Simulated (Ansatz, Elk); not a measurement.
**Li5Zn2: X-ray structure factors from the self-consistent density**

The structure of Li5Zn2 used here is made up (a known structure type with other elements) and was relaxed beforehand with r2SCAN. The aim is the Fourier transform of its all-electron density, F(hkl), set beside the sum over free spherical atoms that refinements use.

Main program and level: Elk 11.2.3 (patched build); DFT, PBE, all-electron APW+lo, Dirac cores, scalar-relativistic bands, static density, no spin.

This account leaves out most program logs.

The structure was built from a prototype and need not be the compound's stable phase.

### 1. Starting point

Symmetry: R-3m, No. 166, trigonal system. The conventional cell has a = 4.506 Å, b = 4.506 Å, c = 19.086 Å, α = 90.00°, β = 90.00°, γ = 120.00°. Zn has 1 Zn at 2.55 Å and 7 Li at 2.74 to 2.80 Å nearest. Nearest to Li lie 5 Li at 2.73 to 2.76 Å and 3 Zn at 2.74 Å. Li has 4 Li at 2.73 to 2.74 Å and 4 Zn at 2.77 to 2.80 Å nearest. Nearest to Li lie 8 Li at 2.74 to 2.76 Å. Farther neighbours are not listed.

### 2. Ground state and structure factors

An all-electron density is needed, since X-rays see the cores too. Task 0 finds the density and task 195 Fourier-transforms it; tshift is off so that phases refer to the origin typed.

File elk.in:

```
tasks
  0
  195

xctype
  20

spinpol
  .false.

rgkmax
  7.0

gmaxvr
  14.0

lmaxo
  7

lmaxapw
  8

swidth
  0.002

tshift
  .false.

ramdisk
  .false.

hmaxvr
  5.5

maxscl
  120

epspot
  1e-06

sppath
  './'

avec
  4.25784672164 2.45826895091 12.02215541066
  -4.25784672164 2.45826895091 12.02215541066
  -0.00000000000 -4.91653790182 12.02215541066

atoms
  2
  'Zn.in'
  2
  0.9332697851 0.9332697851 0.9332697851   0.000000 0.000000 0.000000
  0.0667302149 0.0667302149 0.0667302149   0.000000 0.000000 0.000000
  'Li.in'
  5
  0.6448364515 0.6448364515 0.6448364515   0.000000 0.000000 0.000000
  0.3551635485 0.3551635485 0.3551635485   0.000000 0.000000 0.000000
  0.7880000638 0.7880000638 0.7880000638   0.000000 0.000000 0.000000
  0.2119999362 0.2119999362 0.2119999362   0.000000 0.000000 0.000000
  0.5000000000 0.5000000000 0.5000000000   0.000000 0.000000 0.000000

ngridk
  6 6 6
```

Launch:

```console
$ OMP_NUM_THREADS=4 elk
```

Run time: 28 s. Hardware: 4 threads of AMD EPYC 9B45 (Zen 5), shared host; peak memory 0.26 GiB.

SFACRHO.OUT:

```text

h k l indices transformed by vhmat matrix:
   1.000000000       0.000000000       0.000000000    
   0.000000000       1.000000000       0.000000000    
   0.000000000       0.000000000       1.000000000    

      h      k      l  multipl.   |H|            Re(F)            Im(F)           |F|

      0      0      0      1   0.0000000       75.000000      0.10484963E-16   75.000000    
      1      1      1      2  0.52263384       16.443001      0.37247112E-14   16.443001    
      0     -1      0      6  0.86960846       45.329612      0.15698381E-14   45.329612    
     -1      0     -1      6  0.92047140       32.836406      0.43870804E-15   32.836406    
      2      2      2      2   1.0452677      -37.757363     -0.68206966E-14   37.757363    
      1      1      2      6   1.1006645      -4.6891096     -0.93086339E-15   4.6891096    
      2      2      1      6   1.2184451      -22.676600     -0.20789868E-14   22.676600    
      0      1     -1      6   1.4756720       54.864058      0.89963149E-16   54.864058    
      2      3      2      6   1.4876150      -53.691655     -0.44703728E-14   53.691655    
     -2     -1      0     12   1.5654884       13.233614     -0.29913597E-14   13.233614    
      3      3      3      2   1.5679015      -34.506837      0.66690622E-14   34.506837    
      3      3      2      6   1.6334754      -41.501318     -0.12424863E-14   41.501318    
      1     -1      1      6   1.7128417       37.403310      0.30223478E-15   37.403310    
     -2      0      0      6   1.7392169       27.227400      0.46783968E-15   27.227400    
     -3     -2     -1     12   1.8083674      -31.595721      0.61353326E-14   31.595721    
      0      2      2      6   1.8409428      -3.9037716     -0.68668051E-15   3.9037716    
      1      1      3      6   1.9136919      -19.236673     -0.16198415E-14   19.236673    
     -4     -3     -3      6   1.9392850      -19.840371      0.64506611E-14   19.840371
```

Elk indexes on the primitive cell of elk.in and gives |H| = 4π sin θ/λ in inverse bohr. Below, one row stands for each form hkl of the conventional cell (m members, Friedel mates merged), F is for one primitive cell and the density is static (no thermal factor). Free-atom factors are Waasmaier and Kirfel's, and R is Σm||F|−|F'||/Σm|F|.

| hkl | m | sin θ/λ (Å⁻¹) | abs F, DFT | neutral atoms | diff. |
| --- | --- | --- | --- | --- | --- |
| 003 | 2 | 0.079 | 16.443 | 16.474 | -0.031 |
| 101 | 6 | 0.131 | 45.330 | 45.501 | -0.171 |
| 012 | 6 | 0.138 | 32.836 | 33.007 | -0.171 |
| 006 | 2 | 0.157 | 37.757 | 37.992 | -0.234 |
| 104 | 6 | 0.166 | 4.689 | 4.686 | +0.003 |
| 015 | 6 | 0.183 | 22.677 | 22.863 | -0.186 |
| 110 | 6 | 0.222 | 54.864 | 55.426 | -0.562 |
| 107 | 6 | 0.224 | 53.692 | 54.250 | -0.558 |
| 113 | 12 | 0.235 | 13.234 | 13.369 | -0.136 |
| 009 | 2 | 0.236 | 34.507 | 34.892 | -0.385 |
| 018 | 6 | 0.246 | 41.501 | 41.940 | -0.439 |
| 021 | 6 | 0.258 | 37.403 | 37.763 | -0.360 |
| 202 | 6 | 0.262 | 27.227 | 27.487 | -0.260 |
| 116 | 12 | 0.272 | 31.596 | 31.903 | -0.307 |
| 024 | 6 | 0.277 | 3.904 | 3.947 | -0.043 |
| 205 | 6 | 0.288 | 19.237 | 19.406 | -0.169 |
| 1 0 10 | 6 | 0.292 | 19.840 | 20.014 | -0.173 |
| 0 0 12 | 2 | 0.314 | 11.030 | 11.101 | -0.070 |

### 3. The highest occupied states alone

An energy window below the Fermi level keeps the highest occupied states, to see at which angles they scatter; shallow core shells can lie inside it and anion s states outside. No new self-consistency is needed.

elk.in, as its differences from that of step 2:

```diff
@@ -1,3 +1,2 @@
 tasks
-  0
   195
@@ -40,2 +39,5 @@
 
+wsfac
+  -0.281830 0.385670
+
 sppath
```

Launch:

```console
$ OMP_NUM_THREADS=4 elk
```

Run time: 4.6 s. Hardware: 4 threads; peak memory 0.17 GiB; 6 s of CPU time.

States within 10 eV below the Fermi level hold 29.00 electrons; any levels below the window count with the cores. Their amplitudes can exceed the total, where window and core parts have opposite phase:

| hkl | sin θ/λ (Å⁻¹) | abs F, window | abs F, all |
| --- | --- | --- | --- |
| 003 | 0.079 | 6.440 | 16.443 |
| 101 | 0.131 | 16.890 | 45.330 |
| 012 | 0.138 | 12.072 | 32.836 |
| 006 | 0.157 | 13.846 | 37.757 |
| 104 | 0.166 | 1.803 | 4.689 |
| 015 | 0.183 | 7.908 | 22.677 |
| 110 | 0.222 | 13.700 | 54.864 |
| 107 | 0.224 | 13.322 | 53.692 |
| 113 | 0.235 | 4.097 | 13.234 |
| 009 | 0.236 | 10.695 | 34.507 |

### 4. Another functional

The difference from free atoms is small, so it is set against the change that PBEsol makes.

elk.in, as its differences from that of step 3:

```diff
@@ -1,2 +1,3 @@
 tasks
+  0
   195
@@ -4,3 +5,3 @@
 xctype
-  20
+  22
 
@@ -39,5 +40,2 @@
 
-wsfac
-  -0.281830 0.385670
-
 sppath
```

Launch:

```console
$ OMP_NUM_THREADS=4 elk
```

It took 28 s on 4 threads; peak memory 0.25 GiB; 84 s of CPU time.

Against the first run R = 0.04 %; the largest change is -0.037 at 300.

### 5. A coarser k-mesh

About half the k-points along each axis test the sampling.

elk.in, as its differences from that of step 4:

```diff
@@ -5,3 +5,3 @@
 xctype
-  22
+  20
 
@@ -63,2 +63,2 @@
 ngridk
-  6 6 6
+  3 3 3
```

Launch:

```console
$ OMP_NUM_THREADS=4 elk
```

Elapsed: 14 s, on 4 threads; peak memory 0.26 GiB; 27 s of CPU time.

Against the first run R = 0.01 %; the largest change is -0.040 at 006.

### 6. Settings against the effect

| run | R against the first run (%) | R against neutral atoms, low angle (%) | wall time |
| --- | --- | --- | --- |
| PBE, rgkmax 7 | 0.00 | 0.87 | 28 s |
| PBEsol | 0.04 | 0.89 | 28 s |
| k-mesh 3×3×3 | 0.01 | 0.87 | 14 s |

### 7. Results

```
R against neutral atoms, sin θ/λ < 0.3 Å⁻¹ : 0.87 %
R against neutral atoms, 0.3 to 0.70 Å⁻¹   : 0.24 %
```

What this shows: Independent neutral atoms miss the calculated amplitudes by R = 0.87 % below 0.3 Å⁻¹ and 0.24 % from there to 0.70 Å⁻¹; by shells, 0.42 % below 0.15 Å⁻¹ (3 forms), 0.96 % 0.15 to 0.3 (14 forms), 0.46 % 0.3 to 0.45 (28 forms), 0.17 % above 0.45 (104 forms). Bonding, aspherical density and the tables' own atoms all enter these figures, and the runs don't part them. The largest change of an amplitude is -0.56 electrons, at 110. The window's part falls from 29.0 electrons at the origin to at most 6.22 between 0.45 and 0.70 Å⁻¹, where compact states inside the window still scatter. Below 0.3 Å⁻¹ the changes that finished (PBEsol and k-mesh 3×3×3) move F by R = 0.02 % at most, against the 0.87 % that separates it from free atoms. The basis has no finished test. Part of the difference isn't bonding: the tables are fits to free atoms and ions calculated by other methods than this functional. Thermal motion, anomalous dispersion and extinction are left out.

[Logs are printed without paths, hosts, clocks, repeated set-up lines and the standing remarks that a program may print on its own settings, such as how far it seeks lower states.]

[Hosts, paths, dates, database ids (printed as entryN), source tags and the programs' standing remarks are cut or masked in the printed files.]
